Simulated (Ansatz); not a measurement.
## Li2CaH4, from a guessed structure to a relaxed one

Starting from a made-up structure for Li2CaH4, the aim is the relaxed cell, its shortest contacts and, where a second run follows, its electronic structure.

Calculated with Ansatz 0.2.0; DFT, PBE, plane-wave PAW, files of the set soft_1, scalar-relativistic, no spin, cell and ions relaxed at zero pressure; PAW set soft_1.

## (1) Set-up

It takes space group I4/mmm (No. 139, tetragonal). Conventional cell: a = 3.451 Å, b = 3.451 Å, c = 11.883 Å, α = 90.00°, β = 90.00°, γ = 90.00°. Ca has 6 H at 1.73 to 1.78 Å nearest. Nearest to Li lie 9 H at 2.40 to 2.46 Å. Nearest to H lie 2 Ca at 1.73 Å. Nearest to H lie 1 Ca at 1.78 Å. Farther neighbours are not listed.

As a file:

```cif
data_structure
_symmetry_space_group_name_H-M 'I4/mmm'
_symmetry_Int_Tables_number 139
_cell_length_a 3.4510
_cell_length_b 3.4510
_cell_length_c 11.8830
_cell_angle_alpha 90.000
_cell_angle_beta 90.000
_cell_angle_gamma 90.000
_cell_volume 141.52
loop_
_atom_site_label
_atom_site_type_symbol
_atom_site_symmetry_multiplicity
_atom_site_Wyckoff_symbol
_atom_site_fract_x
_atom_site_fract_y
_atom_site_fract_z
_atom_site_occupancy
Ca1 Ca 2 a 0.00000 0.00000 0.00000 1
Li1 Li 4 e 0.00000 0.00000 0.35210 1
H1 H 4 c 0.00000 0.50000 0.00000 1
H2 H 4 e 0.00000 0.00000 0.14990 1
```

## (2) Relaxing cell and atoms

The guess takes its coordinates from another compound and its volume from a rule, so the cell and any free coordinates are relaxed together.

Input file input.yaml:

```yaml
crystal:
  lattice:
    - [-1.7255, 1.7255, 5.9415]
    - [1.7255, -1.7255, 5.9415]
    - [1.7255, 1.7255, -5.9415]
  atoms:
    - { symbol: Ca, position: [0.0, 0.0, 0.0] }
    - { symbol: Li, position: [0.3521, 0.3521, 0.0] }
    - { symbol: Li, position: [0.6479, 0.6479, 0.0] }
    - { symbol: H, position: [0.5, 0.0, 0.5] }
    - { symbol: H, position: [0.0, 0.5, 0.5] }
    - { symbol: H, position: [0.1499, 0.1499, 0.0] }
    - { symbol: H, position: [0.8501, 0.8501, 0.0] }
kpoints:
  mp_grid: { grid: [11, 11, 11] }
scf:
  occupations: { method: fermi_dirac, width: 0.05 }
hamiltonian:
  xc: pbe
  pseudopotentials: { kind: paw, azcp: { folder: soft_1 } }
relax:
  f_tol: 0.015
  max_steps: 70
  cell: {}
output:
  forces: true
  stress: true
```

Started as:

```sh
$ ansatz run input.yaml --threads 4 --pin off --max-ram 10240MiB --backend cpu --events-out ev --progress --plain --runs-dir out
```

Numbers of over 12 decimals in the logs are rounded to 6 here.

Log:

```text
basis.fft_grid_basis auto: the FFT boxes are laid along the combinations [[1, 0, 1], [0, 1, 1], [0, 0, 1]] of the cell's own vectors, 3.451, 3.451 and 6.423 Å long. The dense box has 24×24×45 points. Along the cell's own vectors, as sized, it would have 45×45×45, 3.52 times as many. Of the 16 symmetry operations that the crystal satisfies within crystal.symmetry.tolerance (time reversal apart; of a slab, those that k [...]
Engine: ansatz 0.2.0, x86_64-unknown-linux-gnu
Pseudopotentials: kind: paw
Pseudopotential: Ca, paw, valence charge 10, recommended cutoff 420 eV (normal), soft_1/Ca.paw.azcp
Pseudopotential: Li, paw, valence charge 3, recommended cutoff 420 eV (normal), soft_1/Li.paw.azcp
Pseudopotential: H, paw, valence charge 1, recommended cutoff 420 eV (normal), soft_1/H.paw.azcp
Functional definition: PBE
  parameter kappa = 0.804
  parameter beta = 0.066725
  exchange = pbe_x(kappa = kappa, mu = beta*pi^2/3)
  correlation = pbe_c(beta = beta)
Crystal: 7 atoms, lattice volume = 70.760 Å³
Basis set: ecut = 420 eV, 1387 PW (Γ), FFT grids on a1+a3, a2+a3, a3, exchange–correlation on 48×48×90 points (8 copies of the dense FFT grid, shifted against one another)
Bands: 17, of which v1, the nominal top of the filled ones, is band 10 counted from 1 (9 counted from 0)
Symmetry: 16 space group operations
Space group: I4/mmm (ITA 139), of the structure as read, at distance tolerance 4.1e-5 Å
k-points: 126 of 1331
Non-local potential: Ca, projectors of the file, l = 0: 3, l = 1: 2, l = 2: 2
Non-local potential: Li, projectors of the file, l = 0: 3, l = 1: 2, l = 2: 1
Non-local potential: H, projectors of the file, l = 0: 2, l = 1: 1
PAW form: soft (Blöchl's): semilocal exchange-correlation on the pseudo side does not see the compensation charge
PAW one-centre angular grid: Ca, 110 points (default); XC on 64 Gauss nodes
PAW one-centre angular grid: Li, 110 points (default); XC on 96 Gauss nodes
PAW one-centre angular grid: H, 110 points (default); XC on 64 Gauss nodes
Initial density: superposition of atomic densities (chi_scale 0.1, normalization cell, long waves kept (reshape's long-wave potential 0.01 eV rms))
Initial wavefunctions: pseudopotential atomic-orbital guess
Functional: x = pbe(κ = 0.804, μ = 0.219515), c = pbe(β = 0.066725)
SCF iter   1: F=—  HF=-2289.637828 eV  |F-HF|=—  |Δ(HF+E_count)|=         —  Δρ=8.40e-2  dr2=6.42e0  ethr=3.10e-3  ⟨swp⟩=7.4  Hψ=14730  notcnv=0  defer=5
preconditioner: auto → none  [insulator: Δε(μ)=0.720 eV  Ē_g=8.501 eV  σ=0.050 eV  W_gap=1.00  n_scr=12 (ndim 8)  ℏωp=12.5 eV  f_vac=0.000  D(μ)=0.00/eV (n_scr^D=0)  ε∞_Penn≈3.2]
SCF iter   2: F=—  HF=-2287.402233 eV  |F-HF|=—  |Δ(HF+E_count)|=    2.24e0  Δρ=2.14e-2  dr2=3.07e-1  ethr=3.10e-3  ⟨swp⟩=3.3  Hψ=5051  notcnv=0  defer=257
SCF iter   3: F=—  HF=-2287.327615 eV  |F-HF|=—  |Δ(HF+E_count)|=   7.46e-2  Δρ=4.60e-3  dr2=1.34e-2  ethr=1.54e-3  ⟨swp⟩=2.5  Hψ=4144  notcnv=0  defer=251
SCF iter   4: F=—  HF=-2287.329375 eV  |F-HF|=—  |Δ(HF+E_count)|=   1.76e-3  Δρ=1.41e-3  dr2=6.77e-4  ethr=6.69e-5  ⟨swp⟩=2.0  Hψ=3027  notcnv=0  defer=251
SCF iter   5: F=—  HF=-2287.330241 eV  |F-HF|=—  |Δ(HF+E_count)|=   8.66e-4  Δρ=2.18e-4  dr2=1.99e-5  ethr=3.38e-6  ⟨swp⟩=2.0  Hψ=2401  notcnv=0  defer=251
SCF iter   6: F=—  HF=-2287.330289 eV  |F-HF|=—  |Δ(HF+E_count)|=   4.80e-5  Δρ=2.91e-5  dr2=5.45e-7  ethr=9.97e-8  ⟨swp⟩=2.4  Hψ=2799  notcnv=0  defer=251
SCF iter   7: F=-2287.330289 eV  HF=-2287.330289 eV  |F-HF|=1.34e-9  |Δ(HF+E_count)|=   6.22e-8  Δρ=6.72e-6  dr2=1.63e-8  ethr=5.00e-10  ⟨swp⟩=4.9  Hψ=6355  notcnv=0
SCF 1 converged in 7 iterations: F = -2287.330289 eV  dr2 = 1.63e-8
  greatest PAW one-centre occupation: 1.000 electrons in one spin orbital (limit 2), on the Li atom at site 2 (counted from 0), in its partial waves of l = 0
relax step   1: F+E_penalty+E_count = -2287.33028934 eV  Δ(F+E_penalty+E_count) = +0.000e0 eV  max|allowed force component| = 3.129e0 eV/Å  Δτ_max = 0.0000 Å  P = +25.696 GPa  Ω = 70.760 Å³  (7 SCF iters, dr2 threshold 1.00e-7 eV, accepted)
Crystal: 7 atoms, lattice volume = 79.627 Å³
Basis set: ecut = 420 eV, 1529 PW (Γ), FFT grids on a1+a3, a2+a3, a3, exchange–correlation on 48×48×90 points (8 copies of the dense FFT grid, shifted against one another)
Initial density: handed on by an earlier stage of this run
Initial wavefunctions: those handed on with the density
iter 1 solved again at ethr=1.77e-3 eV; its pass at ethr=3.10e-3 eV (dr2=3.53e-1 eV) is discarded
SCF iter   1: F=—  HF=-2289.348252 eV  |F-HF|=—  |Δ(HF+E_count)|=         —  Δρ=1.64e-2  dr2=3.53e-1  ethr=1.77e-3  ⟨swp⟩=1.2  Hψ=14045  notcnv=0
preconditioner: auto → none  [insulator: Δε(μ)=1.845 eV  Ē_g=7.533 eV  σ=0.050 eV  W_gap=1.00  n_scr=12 (ndim 8)  ℏωp=11.8 eV  f_vac=0.000  D(μ)=0.00/eV (n_scr^D=0)  ε∞_Penn≈3.4]
SCF iter   2: F=—  HF=-2289.235702 eV  |F-HF|=—  |Δ(HF+E_count)|=   1.13e-1  Δρ=4.43e-3  dr2=8.99e-3  ethr=1.76e-3  ⟨swp⟩=2.5  Hψ=4065  notcnv=0  defer=21
SCF iter   3: F=—  HF=-2289.235015 eV  |F-HF|=—  |Δ(HF+E_count)|=   6.88e-4  Δρ=2.01e-3  dr2=1.31e-3  ethr=4.50e-5  ⟨swp⟩=2.7  Hψ=4215  notcnv=0  defer=225
SCF iter   4: F=—  HF=-2289.235359 eV  |F-HF|=—  |Δ(HF+E_count)|=   3.45e-4  Δρ=3.84e-4  dr2=4.45e-5  ethr=6.57e-6  ⟨swp⟩=2.0  Hψ=2480  notcnv=0  defer=225
SCF iter   5: F=—  HF=-2289.235410 eV  |F-HF|=—  |Δ(HF+E_count)|=   5.03e-5  Δρ=2.85e-5  dr2=3.92e-7  ethr=3.50e-9  ⟨swp⟩=3.2  Hψ=7893  notcnv=0
SCF iter   6: F=-2289.235410 eV  HF=-2289.235410 eV  |F-HF|=5.03e-9  |Δ(HF+E_count)|=   3.58e-7  Δρ=6.63e-6  dr2=2.20e-8  ethr=1.96e-9  ⟨swp⟩=2.0  Hψ=6784  notcnv=0
SCF 2 converged in 6 iterations: F = -2289.235410 eV  dr2 = 2.20e-8
relax step   2: F+E_penalty+E_count = -2289.23540994 eV  Δ(F+E_penalty+E_count) = -1.905e0 eV  max|allowed force component| = 1.368e0 eV/Å  Δτ_max = 0.1700 Å  P = +13.081 GPa  Ω = 79.627 Å³  energy of the carried Pulay correction = -4.872e-3 eV  (6 SCF iters, dr2 threshold 7.00e-7 eV, accepted)
Crystal: 7 atoms, lattice volume = 87.112 Å³
Basis set: ecut = 420 eV, 1681 PW (Γ), FFT grids on a1+a3, a2+a3, a3, exchange–correlation on 48×48×90 points (8 copies of the dense FFT grid, shifted against one another)
iter 1 solved again at ethr=1.01e-3 eV; its pass at ethr=3.10e-3 eV (dr2=2.02e-1 eV) is discarded
SCF iter   1: F=—  HF=-2290.251820 eV  |F-HF|=—  |Δ(HF+E_count)|=         —  Δρ=1.22e-2  dr2=2.02e-1  ethr=1.01e-3  ⟨swp⟩=1.3  Hψ=14243  notcnv=0
preconditioner: auto → none  [insulator: Δε(μ)=2.295 eV  Ē_g=7.351 eV  σ=0.050 eV  W_gap=1.00  n_scr=12 (ndim 8)  ℏωp=11.3 eV  f_vac=0.000  D(μ)=0.00/eV (n_scr^D=0)  ε∞_Penn≈3.3]
SCF iter   2: F=—  HF=-2290.190786 eV  |F-HF|=—  |Δ(HF+E_count)|=   6.10e-2  Δρ=3.43e-3  dr2=6.24e-3  ethr=1.01e-3  ⟨swp⟩=2.4  Hψ=3824  notcnv=0  defer=15
SCF iter   3: F=—  HF=-2290.190818 eV  |F-HF|=—  |Δ(HF+E_count)|=   3.23e-5  Δρ=1.46e-3  dr2=9.19e-4  ethr=3.12e-5  ⟨swp⟩=2.4  Hψ=3707  notcnv=0  defer=193
SCF iter   4: F=—  HF=-2290.191068 eV  |F-HF|=—  |Δ(HF+E_count)|=   2.50e-4  Δρ=2.09e-4  dr2=1.91e-5  ethr=4.60e-6  ⟨swp⟩=1.9  Hψ=2326  notcnv=0  defer=193
SCF iter   5: F=—  HF=-2290.191068 eV  |F-HF|=—  |Δ(HF+E_count)|=   3.02e-7  Δρ=2.10e-5  dr2=3.01e-7  ethr=3.50e-9  ⟨swp⟩=3.2  Hψ=8079  notcnv=0
SCF iter   6: F=-2290.191068 eV  HF=-2290.191068 eV  |F-HF|=1.32e-9  |Δ(HF+E_count)|=   2.89e-7  Δρ=3.72e-6  dr2=7.82e-9  ethr=1.50e-9  ⟨swp⟩=2.2  Hψ=6290  notcnv=0
SCF 3 converged in 6 iterations: F = -2290.191068 eV  dr2 = 7.82e-9
  greatest PAW one-centre occupation: 0.999 electrons in one spin orbital (limit 2), on the Li atom at site 2 (counted from 0), in its partial waves of l = 0
relax step   3: F+E_penalty+E_count = -2290.19106843 eV  Δ(F+E_penalty+E_count) = -9.557e-1 eV  max|allowed force component| = 7.641e-1 eV/Å  Δτ_max = 0.1158 Å  P = +6.543 GPa  Ω = 87.112 Å³  energy of the carried Pulay correction = -8.561e-3 eV  (6 SCF iters, dr2 threshold 7.00e-7 eV, accepted)
[... from here on, the SCF cycles and remarks between the steps are left out ...]
relax step   4: F+E_penalty+E_count = -2290.59024871 eV  Δ(F+E_penalty+E_count) = -3.992e-1 eV  max|allowed force component| = 4.573e-1 eV/Å  Δτ_max = 0.0921 Å  P = +3.239 GPa  Ω = 92.389 Å³  energy of the carried Pulay correction = -1.096e-2 eV  (5 SCF iters, dr2 threshold 7.00e-7 eV, accepted)
relax step   5: F+E_penalty+E_count = -2290.76542506 eV  Δ(F+E_penalty+E_count) = -1.752e-1 eV  max|allowed force component| = 6.149e-1 eV/Å  Δτ_max = 0.1948 Å  P = +2.092 GPa  Ω = 97.570 Å³  energy of the carried Pulay correction = -1.318e-2 eV  (6 SCF iters, dr2 threshold 7.00e-7 eV, accepted)
relax step   6: F+E_penalty+E_count = -2290.85724878 eV  Δ(F+E_penalty+E_count) = -9.182e-2 eV  max|allowed force component| = 1.618e-1 eV/Å  Δτ_max = 0.1439 Å  P = +0.405 GPa  Ω = 100.653 Å³  energy of the carried Pulay correction = -1.443e-2 eV  (5 SCF iters, dr2 threshold 7.00e-7 eV, accepted)
relax step   7: F+E_penalty+E_count = -2290.86452082 eV  Δ(F+E_penalty+E_count) = -7.272e-3 eV  max|allowed force component| = 6.486e-2 eV/Å  Δτ_max = 0.0463 Å  P = -0.342 GPa  Ω = 103.068 Å³  energy of the carried Pulay correction = -1.538e-2 eV  (5 SCF iters, dr2 threshold 7.00e-7 eV, accepted)
relax step   8: F+E_penalty+E_count = -2290.86693358 eV  Δ(F+E_penalty+E_count) = -2.413e-3 eV  max|allowed force component| = 8.299e-3 eV/Å  Δτ_max = 0.0109 Å  P = -0.031 GPa  Ω = 102.108 Å³  energy of the carried Pulay correction = -1.501e-2 eV  (4 SCF iters, dr2 threshold 7.00e-7 eV, accepted)
relax step   9: F+E_penalty+E_count = -2290.86703734 eV  Δ(F+E_penalty+E_count) = -1.038e-4 eV  max|allowed force component| = 1.249e-3 eV/Å  Δτ_max = 0.0023 Å  P = -0.005 GPa  Ω = 102.001 Å³  energy of the carried Pulay correction = -1.497e-2 eV  (4 SCF iters, dr2 threshold 2.19e-8 eV, accepted)
relax step  10: F+E_penalty+E_count = -2290.93493210 eV  Δ(F+E_penalty+E_count) = -6.789e-2 eV  max|allowed force component| = 2.803e-4 eV/Å  Δτ_max = 0.0000 Å  P = +0.461 GPa  Ω = 102.001 Å³  stress off target by 6.62e-1 GPa  SCF on the basis re-selected at this cell (its energy is not comparable with the rows above)  (7 SCF iters)
relax step  11: F+E_penalty+E_count = -2290.93923863 eV  Δ(F+E_penalty+E_count) = -4.307e-3 eV  max|allowed force component| = 1.691e-2 eV/Å  Δτ_max = 0.0072 Å  P = +0.053 GPa  Ω = 103.851 Å³  energy of the carried Pulay correction = -6.796e-4 eV  (4 SCF iters, dr2 threshold 7.00e-7 eV, accepted)
relax step  12: F+E_penalty+E_count = -2290.93938217 eV  Δ(F+E_penalty+E_count) = -1.435e-4 eV  max|allowed force component| = 9.942e-4 eV/Å  Δτ_max = 0.0064 Å  P = -0.004 GPa  Ω = 104.076 Å³  energy of the carried Pulay correction = -7.685e-4 eV  (5 SCF iters, dr2 threshold 1.90e-8 eV, accepted)
iter 1 solved again at ethr=2.77e-8 eV; its pass at ethr=3.10e-3 eV (dr2=5.55e-6 eV) is discarded
SCF iter   1: F=—  HF=-2290.938740 eV  |F-HF|=—  |Δ(HF+E_count)|=         —  Δρ=1.94e-4  dr2=1.26e-6  ethr=2.77e-8  ⟨swp⟩=3.2  Hψ=18670  notcnv=0
preconditioner: auto → none  [insulator: Δε(μ)=1.806 eV  Ē_g=6.862 eV  σ=0.050 eV  W_gap=1.00  n_scr=14 (ndim 8)  ℏωp=10.3 eV  f_vac=0.000  D(μ)=0.00/eV (n_scr^D=0)  ε∞_Penn≈3.3]
SCF iter   2: F=—  HF=-2290.939830 eV  |F-HF|=—  |Δ(HF+E_count)|=   1.09e-3  Δρ=9.64e-5  dr2=2.64e-7  ethr=6.32e-9  ⟨swp⟩=2.0  Hψ=2646  notcnv=0
SCF iter   3: F=—  HF=-2290.940151 eV  |F-HF|=—  |Δ(HF+E_count)|=   3.22e-4  Δρ=2.72e-5  dr2=2.33e-8  ethr=1.32e-9  ⟨swp⟩=2.0  Hψ=2646  notcnv=0
SCF iter   4: F=—  HF=-2290.940179 eV  |F-HF|=—  |Δ(HF+E_count)|=   2.74e-5  Δρ=9.72e-7  dr2=7.28e-10  ethr=1.16e-10  ⟨swp⟩=2.0  Hψ=3053  notcnv=0
SCF iter   5: F=-2290.940179 eV  HF=-2290.940179 eV  |F-HF|=4.87e-10  |Δ(HF+E_count)|=  1.18e-11  Δρ=2.73e-7  dr2=6.59e-11  ethr=1.00e-12  ⟨swp⟩=4.8  Hψ=6094  notcnv=0
SCF 13 converged in 5 iterations: F = -2290.940179 eV  dr2 = 6.59e-11
relax step  13: F+E_penalty+E_count = -2290.94017869 eV  Δ(F+E_penalty+E_count) = -7.965e-4 eV  max|allowed force component| = 9.608e-4 eV/Å  Δτ_max = 0.0000 Å  P = -0.005 GPa  Ω = 104.076 Å³  stress off target by 1.53e-2 GPa  SCF on the basis re-selected at this cell (its energy is not comparable with the rows above)  (5 SCF iters)
basis re-selected at this cell: Δ(F+E_penalty+E_count) = -7.965e-4 eV, ΔP = -0.000 GPa vs the last step (what re-selecting the basis moved, of the pressure what is left beyond the Pulay correction that the steps carried, after the strain that the cell walked since its last selection, with what the two solves' SCF thresholds leave and, on support functions, any second-order correction that the steps lacked; it is no m [...]
SCF converged after 5 iterations
Free energy (F): -2290.940179 eV
Harris-Foulkes:  -2290.940179 eV  (|F-HF|=4.87e-10)
Internal energy: -2290.940179 eV  (E = F + TS)
E sigma→0 (E₀):  -2290.940179 eV
Fermi energy:    1.160313 eV
--- Per-component energies (eV) ---
  E_band       = -385.047121
  E_kinetic    = 338.967286
  E_local      = -1324.020139  (includes V_loc(G=0)·N_el)
  E_nonlocal   = 52.765197
  E_hartree    = 442.235013
  E_xc         = -180.996449
  E_vxc        = -227.224718  (∫ρ·V_xc dr)
  E_paw        = -915.713770  (= ΣΔE_a)
  E_vpaw       = -110.001500  (= ΣTr[D̂ρ^β])
  E_aug_tail   = -0.003089  (compensation charges beyond the density's cutoff)
  E_ewald      = -704.174226
  E_smearing   = -0.000000  (= −TS)
  E_closure    = 0.000000  (closes the sum)
  Σ components = -2290.940179   (vs F -2290.940179, Δ=0.00e0)
--- Forces (eV/Å), atoms counted from 1 ---
  atom   1  Ca    -0.00000000     0.00000000     0.00000000
  atom   2  Li     0.00000000    -0.00000000    -0.00056527
  atom   3  Li    -0.00000000     0.00000000     0.00056527
  atom   4  H      0.00000000     0.00000000     0.00000000
  atom   5  H      0.00000000     0.00000000    -0.00000000
  atom   6  H      0.00000000     0.00000000     0.00096082
  atom   7  H     -0.00000000     0.00000000    -0.00096082
  max |Σ_I F_I| component: 8.67e-19 eV/Å
--- Stress (GPa, compression-positive) ---
        0.000828       0.000000       0.000000
        0.000000       0.000828       0.000000
        0.000000       0.000000      -0.015279
  P = ⅓ Tr σ = -0.0045 GPa (-0.045 kbar)
--- Relaxed structure (11 steps of the walk, 11 accepted, 2 SCFs on fresh bases) ---
  F+E_penalty+E_count = -2290.94017869 eV   max|allowed force component| = 9.608e-4 eV/Å   (the final SCF, on the basis selected at the relaxed cell)
  cell:  # Å, volume = 104.0756 Å³
    - [-2.149389, 2.149389, 5.631951]
    - [2.149389, -2.149389, 5.631951]
    - [2.149389, 2.149389, -5.631951]
  atoms:
    - { symbol: Ca, position: [-2.3357380809247603e-18, -2.3357380809247595e-18, 0] }
    - { symbol: Li, position: [0.343485, 0.343485, 0] }
    - { symbol: Li, position: [0.656515, 0.656515, 0] }
    - { symbol: H, position: [0.5, -2.3357380809247603e-18, 0.5] }
    - { symbol: H, position: [-2.3357380809247595e-18, 0.5, 0.5] }
    - { symbol: H, position: [0.191298, 0.191298, 0] }
    - { symbol: H, position: [0.808702, 0.808702, 0] }
```

It took 20 s on 4 threads of AMD EPYC 7B13 (Zen 3), shared host; peak memory 0.59 GiB; 73 s of CPU time.

The steps of the relaxation:

```
step  energy less that of the first step (eV)  largest force component (eV/Å)  pressure (GPa)  volume (Å³)
   1                                   0.0000                          3.1295           25.70        70.76
   2                                  -1.9051                          1.3677           13.08        79.63
   3                                  -2.8608                          0.7641            6.54        87.11
   4                                  -3.2600                          0.4573            3.24        92.39
   5                                  -3.4351                          0.6149            2.09        97.57
   6                                  -3.5270                          0.1618            0.41       100.65
   7                                  -3.5342                          0.0649           -0.34       103.07
   8                                  -3.5366                          0.0083           -0.03       102.11
   9                                  -3.5367                          0.0012           -0.01       102.00
 10*                                  -3.6046                          0.0003            0.46       102.00
  11                                  -3.6089                          0.0169            0.05       103.85
  12                                  -3.6091                          0.0010            0.00       104.08
 13*                                  -3.6099                          0.0010            0.00       104.08
```

Relaxation steps marked * repeat the geometry before them on a plane-wave basis chosen anew for their cell, so energy and pressure can jump there.

Forces are held to the 16 operations that the run works with; a distortion that breaks them can't arise in this run.

```
     cell as run  before   after   change
           a (Å)   6.423   6.400   -0.4 %
           b (Å)   6.423   6.400   -0.4 %
           c (Å)   6.423   6.400   -0.4 %
           α (°)  148.83  140.75   -5.4 %
           β (°)  148.83  140.75   -5.4 %
           γ (°)   44.66   56.71  +27.0 %
volume (Å³/atom)   10.11   14.87  +47.1 %
```

The atoms that moved most (Å, as changes of fractional coordinates times the final cell):

```
atom     dx     dy      dz  length
  H6  0.000  0.000   0.466   0.466
  H7  0.000  0.000  -0.466   0.466
 Li3  0.000  0.000   0.097   0.097
 Li2  0.000  0.000  -0.097   0.097
```

The relaxed structure:

```
Ca Li H
1.0
    -2.14939    2.14939    5.63195
     2.14939   -2.14939    5.63195
     2.14939    2.14939   -5.63195
Ca Li H
1 2 4
Cartesian
  0.0000 0.0000 0.0000
  0.0000 0.0000 3.8690
  0.0000 0.0000 7.3949
  0.0000 2.1494 0.0000
  2.1494 0.0000 0.0000
  0.0000 0.0000 2.1548
  0.0000 0.0000 9.1091
```

Numbers from this step:

```yaml
free_energy: -2290.9402 eV
fermi_energy: 1.160 eV
gap_by_band_count: 1.806 eV
electrons: 20
symmetry_operations: 16
pressure: -0.004541 GPa
```

The shortest distance of each pair, which need not be the same contact before and after:

```
 pair  guess (Å)  relaxed (Å)
 H–Li      2.403        1.714
 Ca–H      1.726        2.149
  H–H      2.440        3.040
Ca–Li      3.007        3.514
Li–Li      3.441        3.526
```

The relaxation ends with a largest force component of 9.6e-4 eV/Å and a pressure of 0.00 GPa.

## (3) What came out

- space group, relaxed: I4/mmm
- conventional cell: a = 4.299, b = 4.299, c = 11.264 Å; α = 90.0°, β = 90.0°, γ = 90.0°
- volume per atom: 14.87 Å³ (guess 10.11)

In words: Li2CaH4 relaxes to I4/mmm with a = 4.299, b = 4.299 and c = 11.264 Å. The guessed volume was 32 % too small. The space group I4/mmm was held in the relaxation, so the end point is a stationary structure within it and may be a saddle against distortions or other arrangements. Mesh and cutoff weren't tested. No dispersion term is used, so weakly bound directions may come out too long. Nothing here tests whether the compound is stable against decomposition.

[Logs are printed without paths, hosts, clocks, repeated set-up lines and the standing remarks that a program may print on its own settings, such as how far it seeks lower states.]

[Hosts, paths, dates, database ids (printed as entryN), source tags and the programs' standing remarks are cut or masked in the printed files.]
